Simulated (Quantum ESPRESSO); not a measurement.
# Cu(111): a series in the number of layers, part 3 of 5

What law, if any, do the results for Cu(111) follow against the number of layers?

Quantum ESPRESSO 7.5; plane-wave DFT, PBE, GBRV ultrasoft pseudopotentials.

So far. Step 2 (Relaxing cell and ions of the reference):  The last row is no step: it is a fresh SCF in the final cell with a new plane-wave basis, -1 meV from the row before.

## Step 5: Ground state, 4 layers

A run under open boundaries on these atoms gives the vacuum levels.

m0.esm.in reads:

```
&control
  prefix = 'm0.esm'
  outdir = './out'
  pseudo_dir = './pseudo'
  calculation = 'scf'
  tprnfor = .true.
/
&system
  ibrav = 0
  nat = 4
  ntyp = 1
  ecutwfc = 40
  ecutrho = 200
  occupations = 'smearing'
  smearing = 'mv'
  degauss = 0.02
  assume_isolated = 'esm'
  esm_bc = 'bc1'
/
&electrons
  conv_thr = 1e-08
  mixing_beta = 0.25
  electron_maxstep = 160
  mixing_mode = 'local-TF'
  mixing_ndim = 12
/
ATOMIC_SPECIES
  Cu  63.5460  cu_pbe_v1.2.uspp.F.UPF
CELL_PARAMETERS angstrom
  2.55983886615064 0.00000000000000 0.00000000000000
  1.27991943307532 2.21688548768121 0.00000000000000
  0.00000000000000 0.00000000000000 22.31532438431787
ATOMIC_POSITIONS crystal
  Cu  0.000000000000 0.000000000000 -0.140175599500
  Cu  0.333333333300 0.333333333300 -0.046693199900
  Cu  0.666666666700 0.666666666700 0.046693199900
  Cu  0.000000000000 0.000000000000 0.140175599500
K_POINTS automatic
  12 12 1 0 0 0
```

Started as:

```
$ OMP_NUM_THREADS=1 mpirun -n 4 pw.x -nk 4 -in m0.esm.in > m0.esm.out
```

The log of the run:

```text
[banner, memory and clock lines left out]
Program PWSCF v.7.5 starts
[citation notice left out]

[...]
Message from routine setup:
[...]
bravais-lattice index     =            0
     lattice parameter (alat)  =       4.8374  a.u.
     unit-cell volume          =     854.5858 (a.u.)^3
     number of atoms/cell      =            4
     number of atomic types    =            1
     number of electrons       =        76.00
     number of Kohn-Sham states=           46
     kinetic-energy cutoff     =      40.0000  Ry
     charge density cutoff     =     200.0000  Ry
     scf convergence threshold =      1.0E-08
     mixing beta               =       0.2500
     number of iterations used =           12  local-TF  mixing
     Exchange-correlation= SLA  PW   PBE  PBE
                           (   1   4   3   4   0   0   0)

     Effective Screening Medium Method
     Boundary Conditions: Vacuum-Slab-Vacuum
     total charge in unit cell        =   0.0000
     grid points for fit at edges     =        4

[...]
PseudoPot. # 1 for Cu read from file:
     ./pseudo/cu_pbe_v1.2.uspp.F.UPF
     Pseudo is Ultrasoft + core correction, Zval = 19.0
     Generated by new atomic code, or converted to UPF format
     Using radial grid of  867 points,  6 beta functions with:
                l(1) =   0
                l(2) =   0
                l(3) =   1
                l(4) =   1
                l(5) =   2
                l(6) =   2
     Q(r) pseudized with  8 coefficients,  rinner =    1.150   1.150   1.150
                                                       1.150   1.150

     atomic species   valence    mass     pseudopotential
     Cu               19.00    63.54600     Cu( 1.00)

     12 Sym. Ops., with inversion, found

[...]
number of k points=    19  Marzari-Vanderbilt smearing, width (Ry)=  0.0200
[...]
Dense  grid:    40737 G-vectors     FFT dimensions: (  24,  24, 192)

     Smooth grid:    29233 G-vectors     FFT dimensions: (  20,  20, 180)

     Initial potential from superposition of free atoms

     starting charge      72.0000, renormalised to      76.0000

     negative rho (up, down):  1.221E-04 0.000E+00
     Starting wfcs are   52 randomized atomic wfcs

     per-process dynamical memory:    46.5 Mb

     Self-consistent Calculation

     iteration #  1     ecut=    40.00 Ry     beta= 0.25
     Davidson diagonalization with overlap
     c_bands:  5 eigenvalues not converged
     c_bands:  1 eigenvalues not converged
     ethr =  1.00E-02,  avg # of iterations = 11.5

     negative rho (up, down):  2.076E-02 0.000E+00

     total energy              =   -1614.41446638 Ry
     estimated scf accuracy    <      25.67368435 Ry

     iteration #  2     ecut=    40.00 Ry     beta= 0.25
[...]
negative rho (up, down):  2.929E-02 0.000E+00

[...]
total energy              =   -1613.74319345 Ry
     estimated scf accuracy    <       5.55124366 Ry

     iteration #  3     ecut=    40.00 Ry     beta= 0.25
[...]
negative rho (up, down):  2.739E-02 0.000E+00

[...]
total energy              =   -1614.66344178 Ry
     estimated scf accuracy    <       0.06686822 Ry

     iteration #  4     ecut=    40.00 Ry     beta= 0.25
[...]
c_bands:  5 eigenvalues not converged
     c_bands:  5 eigenvalues not converged
     c_bands:  5 eigenvalues not converged
     c_bands:  5 eigenvalues not converged
     c_bands:  4 eigenvalues not converged
[...]
negative rho (up, down):  2.468E-02 0.000E+00

[...]
total energy              =   -1615.02366683 Ry
     estimated scf accuracy    <       0.28034666 Ry

     iteration #  5     ecut=    40.00 Ry     beta= 0.25
[...]
c_bands:  1 eigenvalues not converged
[...]
negative rho (up, down):  2.253E-02 0.000E+00

[...]
total energy              =   -1615.04211351 Ry
     estimated scf accuracy    <       0.02500475 Ry

     iteration #  6     ecut=    40.00 Ry     beta= 0.25
[...]
negative rho (up, down):  1.972E-02 0.000E+00

[...]
total energy              =   -1615.04935728 Ry
     estimated scf accuracy    <       0.00972627 Ry

[...]
iteration # 21     ecut=    40.00 Ry     beta= 0.25
[...]
negative rho (up, down):  6.594E-05 0.000E+00

[...]
total energy              =   -1615.06037029 Ry
     estimated scf accuracy    <       0.00000004 Ry

     iteration # 22     ecut=    40.00 Ry     beta= 0.25
[...]
negative rho (up, down):  6.629E-05 0.000E+00

[...]
total energy              =   -1615.06036910 Ry
     estimated scf accuracy    <       0.00000002 Ry

     iteration # 23     ecut=    40.00 Ry     beta= 0.25
[...]
negative rho (up, down):  6.580E-05 0.000E+00

[...]
total energy              =   -1615.06036852 Ry
     estimated scf accuracy    <       0.00000002 Ry

     iteration # 24     ecut=    40.00 Ry     beta= 0.25
[...]
negative rho (up, down):  6.502E-05 0.000E+00

[...]
End of self-consistent calculation

          k = 0.0000 0.0000 0.0000 (  3649 PWs)   bands (ev):

  -117.3048-117.2978-117.0617-117.0617 -74.7299 -74.6760 -74.6492 -74.6492
   -74.6409 -74.6409 -74.4406 -74.4406 -74.4406 -74.4406 -74.3987 -74.3982
   -13.7286 -12.4487 -10.7765  -9.9094  -7.8315  -7.7902  -7.7229  -7.7229
    -7.6721  -7.6721  -7.5127  -7.4762  -7.4762  -7.4286  -7.4286  -6.9110
    -6.9110  -6.7759  -6.7759  -6.4900  -6.4900  -6.3477  -6.3477  -5.9911
    -5.0159  -0.5324  -0.4121   0.6758   1.0637   2.9287

          k = 0.0000 0.0962 0.0000 (  3629 PWs)   bands (ev):

  -117.3041-117.2973-117.0611-117.0611 -74.7285 -74.6769 -74.6539 -74.6508
   -74.6463 -74.6421 -74.4460 -74.4460 -74.4420 -74.4420 -74.3981 -74.3977
   -13.5071 -12.2363 -10.5811  -9.7539  -7.9145  -7.8884  -7.7916  -7.6457
    -7.6358  -7.6143  -7.5902  -7.5319  -7.4232  -7.4107  -7.3568  -6.9564
    -6.9468  -6.8015  -6.7699  -6.7033  -6.5140  -6.4924  -6.3444  -5.5633
    -4.4702  -0.3557  -0.1984   0.8865   1.2413   3.1319

[...]
the Fermi energy is    -4.7840 ev

!    total energy              =   -1615.06036837 Ry
     estimated scf accuracy    <          7.3E-09 Ry
     smearing contrib. (-TS)   =      -0.00008171 Ry
     internal energy E=F+TS    =   -1615.06028666 Ry

     The total energy is F=E-TS. E is the sum of the following terms:
     one-electron contribution =   17268.69637216 Ry
     hartree contribution      =   -8646.28702789 Ry
     xc contribution           =    -155.15041707 Ry
     ewald contribution        =  -10082.31921386 Ry

     convergence has been achieved in  24 iterations

     negative rho (up, down):  6.502E-05 0.000E+00

     Forces acting on atoms (cartesian axes, Ry/au):

     atom    1 type  1   force =     0.00000000    0.00000000    0.00076196
     atom    2 type  1   force =     0.00000000    0.00000000    0.00020423
     atom    3 type  1   force =     0.00000000    0.00000000   -0.00020423
     atom    4 type  1   force =     0.00000000   -0.00000000   -0.00076196

     Total force =     0.001116     Total SCF correction =     0.000179
     SCF correction compared to forces is large: reduce conv_thr to get better values

[...]
```

Wall time 91 s (4 MPI ranks of Arm Neoverse N1, shared host); peak memory 0.43 GiB.

Numbers from this step:

```
free energy                                                    : -21974.0157 eV
Fermi energy                                                   : -4.784 eV
vacuum line at the lower end of the cell, over the Fermi level : 4.784 eV
vacuum line at the upper end of the cell, over the Fermi level : 4.784 eV
```

Electrostatic potential energy of an electron; zero at the Fermi level. The potential energy, planar mean by z:

| z (Å) | potential energy, planar mean (eV) |
| --- | --- |
| -11.0 | 4.78 |
| -10.5 | 4.78 |
| -10.0 | 4.78 |
| -9.5 | 4.78 |
| -9.0 | 4.78 |
| -8.5 | 4.78 |
| -8.0 | 4.78 |
| -7.5 | 4.78 |
| -7.0 | 4.78 |
| -6.5 | 4.78 |
| -6.0 | 4.76 |
| -5.5 | 4.69 |
| -5.0 | 4.44 |
| -4.5 | 3.53 |
| -4.0 | 0.200 |
| -3.5 | -13.9 |
| -3.0 | -22.5 |
| -2.5 | -4.47 |
| -2.0 | -0.227 |
| -1.5 | -10.3 |
| -1.0 | -23.7 |
| -0.5 | -7.31 |
| 0.0 | 0.0109 |
| 0.5 | -7.31 |
| 1.0 | -23.7 |
| 1.5 | -10.3 |
| 2.0 | -0.227 |
| 2.5 | -4.47 |
| 3.0 | -22.5 |
| 3.5 | -13.9 |
| 4.0 | 0.200 |
| 4.5 | 3.53 |
| 5.0 | 4.44 |
| 5.5 | 4.69 |
| 6.0 | 4.76 |
| 6.5 | 4.78 |
| 7.0 | 4.78 |
| 7.5 | 4.78 |
| 8.0 | 4.78 |
| 8.5 | 4.78 |
| 9.0 | 4.78 |
| 9.5 | 4.78 |
| 10.0 | 4.78 |
| 10.5 | 4.78 |
| 11.0 | 4.78 |

The vacuum levels are read from the outermost 0.7 Å of the cell on either side.

Inside the slab this potential holds the local part of the pseudopotentials, which can be repulsive at the nuclei; only its value in the vacuum has a meaning of its own.

## Step 6: Relaxation with pw.x, 5 layers

System of this step: Cu(111), 5 layers. The cell holds 5 atoms: 5 Cu. Cell: a = 2.560 Å, b = 2.560 Å, c = 24.405 Å, α = 90.0°, β = 90.0°, γ = 60.0°. It derives from Cu. Vacuum lies along c.

m1.relax.in reads:

```
&control
  prefix = 'm1.relax'
  outdir = './out'
  pseudo_dir = './pseudo'
  nstep = 40
  forc_conv_thr = 0.001
  calculation = 'relax'
/
&system
  ibrav = 0
  nat = 5
  ntyp = 1
  ecutwfc = 40
  ecutrho = 200
  occupations = 'smearing'
  smearing = 'mv'
  degauss = 0.02
/
&electrons
  conv_thr = 1e-08
  mixing_beta = 0.4
  electron_maxstep = 120
  mixing_mode = 'local-TF'
/
&ions
/
ATOMIC_SPECIES
  Cu  63.5460  cu_pbe_v1.2.uspp.F.UPF
CELL_PARAMETERS angstrom
  2.55983886615064 0.00000000000000 0.00000000000000
  1.27991943307532 2.21688548768121 0.00000000000000
  0.00000000000000 0.00000000000000 24.40542406625577
ATOMIC_POSITIONS crystal
  Cu  0.666666666700 0.666666666700 0.328718429455
  Cu  0.000000000000 0.000000000000 0.414359214728
  Cu  0.333333333300 0.333333333300 0.500000000000 0 0 0
  Cu  0.666666666700 0.666666666700 0.585640785272
  Cu  0.000000000000 0.000000000000 0.671281570545
K_POINTS automatic
  12 12 1 0 0 0
```

Started as:

```
$ OMP_NUM_THREADS=1 mpirun -n 4 pw.x -nk 4 -in m1.relax.in > m1.relax.out
```

The log of the run:

```text
[banner, memory and clock lines left out]
Program PWSCF v.7.5 starts
[...]
Message from routine setup:
[...]
number of electrons       =        95.00
     number of Kohn-Sham states=           58
     kinetic-energy cutoff     =      40.0000  Ry
     charge density cutoff     =     200.0000  Ry
[...]
number of k points=    19  Marzari-Vanderbilt smearing, width (Ry)=  0.0200
[...]
Dense  grid:    44487 G-vectors     FFT dimensions: (  24,  24, 216)
[...]
negative rho (up, down):  1.654E-04 0.000E+00
     Starting wfcs are   65 randomized atomic wfcs
[...]
negative rho (up, down):  3.330E-02 0.000E+00
[...]
estimated scf accuracy    <      58.80660001 Ry
[...]
negative rho (up, down):  1.137E-02 0.000E+00
[...]
estimated scf accuracy    <       0.27710654 Ry
[...]
negative rho (up, down):  5.556E-04 0.000E+00
[...]
estimated scf accuracy    <       0.14961441 Ry
[...]
negative rho (up, down):  1.549E-04 0.000E+00
[...]
estimated scf accuracy    <       0.04804307 Ry
[...]
negative rho (up, down):  2.405E-04 0.000E+00
[...]
estimated scf accuracy    <       0.04036119 Ry
[...]
negative rho (up, down):  7.897E-05 0.000E+00
[...]
estimated scf accuracy    <       0.03604085 Ry
[...]
estimated scf accuracy    <       0.04052685 Ry
[...]
estimated scf accuracy    <       0.01516522 Ry
[...]
estimated scf accuracy    <       0.02185440 Ry
[...]
negative rho (up, down):  5.386E-03 0.000E+00
[...]
estimated scf accuracy    <       0.02057720 Ry
[...]
negative rho (up, down):  1.484E-03 0.000E+00
[...]
estimated scf accuracy    <       0.00118721 Ry
[...]
negative rho (up, down):  2.752E-03 0.000E+00
[...]
estimated scf accuracy    <       0.00022717 Ry
[...]
negative rho (up, down):  1.199E-03 0.000E+00
[...]
estimated scf accuracy    <       0.00025477 Ry
[...]
negative rho (up, down):  1.679E-04 0.000E+00
[...]
estimated scf accuracy    <       0.00014782 Ry
[...]
negative rho (up, down):  1.286E-04 0.000E+00
[...]
estimated scf accuracy    <       0.00006517 Ry
[...]
negative rho (up, down):  1.175E-04 0.000E+00
[...]
estimated scf accuracy    <       0.00002287 Ry
[...]
negative rho (up, down):  1.775E-04 0.000E+00
[...]
estimated scf accuracy    <       0.00001411 Ry
[...]
negative rho (up, down):  1.460E-04 0.000E+00
[...]
estimated scf accuracy    <       0.00000655 Ry
[...]
negative rho (up, down):  1.033E-04 0.000E+00
[...]
estimated scf accuracy    <       0.00000018 Ry
[...]
negative rho (up, down):  8.335E-05 0.000E+00
[...]
estimated scf accuracy    <       0.00000009 Ry
[...]
negative rho (up, down):  7.640E-05 0.000E+00
[...]
the Fermi energy is     4.1481 ev
!    total energy              =   -2018.84065148 Ry
     estimated scf accuracy    <          5.5E-09 Ry
     smearing contrib. (-TS)   =      -0.00012758 Ry
     internal energy E=F+TS    =   -2018.84052391 Ry
[...]
one-electron contribution =  -15750.95544598 Ry
     hartree contribution      =    7891.75598811 Ry
     xc contribution           =    -193.95613998 Ry
     ewald contribution        =    6034.31507395 Ry
     convergence has been achieved in  21 iterations
     negative rho (up, down):  7.640E-05 0.000E+00
[...]
Total force =     0.001928     Total SCF correction =     0.000181
[...]
negative rho (up, down):  7.641E-05 0.000E+00
[...]
negative rho (up, down):  6.734E-05 0.000E+00
[...]
estimated scf accuracy    <       0.00007550 Ry
[...]
negative rho (up, down):  5.273E-05 0.000E+00
[...]
estimated scf accuracy    <       0.00002767 Ry
[...]
negative rho (up, down):  4.724E-05 0.000E+00
[...]
estimated scf accuracy    <       0.00000367 Ry
[...]
negative rho (up, down):  4.639E-05 0.000E+00
[...]
estimated scf accuracy    <       0.00000025 Ry
[...]
negative rho (up, down):  4.823E-05 0.000E+00
[...]
estimated scf accuracy    <       0.00000017 Ry
[...]
negative rho (up, down):  4.977E-05 0.000E+00
[...]
estimated scf accuracy    <       0.00000012 Ry
[...]
negative rho (up, down):  6.356E-05 0.000E+00
[...]
estimated scf accuracy    <       0.00000004 Ry
[...]
negative rho (up, down):  7.630E-05 0.000E+00
[...]
the Fermi energy is     4.1478 ev
!    total energy              =   -2018.84065470 Ry
     estimated scf accuracy    <          5.3E-09 Ry
     smearing contrib. (-TS)   =      -0.00012396 Ry
     internal energy E=F+TS    =   -2018.84053074 Ry
[...]
one-electron contribution =  -15753.67036337 Ry
     hartree contribution      =    7893.11439676 Ry
     xc contribution           =    -193.95670856 Ry
     ewald contribution        =    6035.67214444 Ry
     convergence has been achieved in   8 iterations
     negative rho (up, down):  7.630E-05 0.000E+00
[...]
Total force =     0.001567     Total SCF correction =     0.000384
[...]
WARNING: bfgs curvature condition failed, Theta= 0.997
[...]
negative rho (up, down):  7.630E-05 0.000E+00
[...]
negative rho (up, down):  6.534E-05 0.000E+00
[...]
estimated scf accuracy    <       0.00013455 Ry
[...]
negative rho (up, down):  5.013E-05 0.000E+00
[...]
estimated scf accuracy    <       0.00004588 Ry
[...]
negative rho (up, down):  4.202E-05 0.000E+00
[...]
estimated scf accuracy    <       0.00000762 Ry
[...]
negative rho (up, down):  4.150E-05 0.000E+00
[...]
estimated scf accuracy    <       0.00000036 Ry
[...]
negative rho (up, down):  4.271E-05 0.000E+00
[...]
estimated scf accuracy    <       0.00000024 Ry
[...]
negative rho (up, down):  4.475E-05 0.000E+00
[...]
estimated scf accuracy    <       0.00000013 Ry
[...]
negative rho (up, down):  5.913E-05 0.000E+00
[...]
estimated scf accuracy    <       0.00000007 Ry
[...]
negative rho (up, down):  6.752E-05 0.000E+00
[...]
estimated scf accuracy    <       0.00000002 Ry
[...]
negative rho (up, down):  7.046E-05 0.000E+00
[...]
estimated scf accuracy    <          3.0E-09 Ry
[...]
negative rho (up, down):  7.536E-05 0.000E+00
[...]
estimated scf accuracy    <          8.3E-10 Ry
[...]
negative rho (up, down):  7.618E-05 0.000E+00
[...]
the Fermi energy is     4.1488 ev
!    total energy              =   -2018.84065792 Ry
     estimated scf accuracy    <          9.1E-11 Ry
     smearing contrib. (-TS)   =      -0.00011963 Ry
     internal energy E=F+TS    =   -2018.84053829 Ry
[...]
one-electron contribution =  -15756.87086703 Ry
     hartree contribution      =    7894.71389446 Ry
     xc contribution           =    -193.95695772 Ry
     ewald contribution        =    6037.27339200 Ry
     convergence has been achieved in  11 iterations
     negative rho (up, down):  7.618E-05 0.000E+00
[...]
Total force =     0.001370     Total SCF correction =     0.000109
[...]
```

Wall time 3.3 min (4 MPI ranks); peak memory 0.49 GiB; 13 min of CPU time.

No atom moved by 0.005 Å in the relaxation.

 On the free atoms the largest force ends at 0.025 eV/Å.

This step gave:

```
free energy  : -27467.7265 eV
Fermi energy : 4.149 eV
```

(Continued in part 4 of 5.)

[Logs are printed without paths, hosts, clocks, repeated set-up lines and the standing remarks that a program may print on its own settings, such as how far it seeks lower states.]

[Hosts, paths, dates, database ids (printed as entryN), source tags and the programs' standing remarks are cut or masked in the printed files.]

[Maps of the electrostatic potential energy from Ansatz leave out the sawtooth potential of an applied field or a dipole correction, so their vacuum need not be flat; planar profiles and work functions include it.]
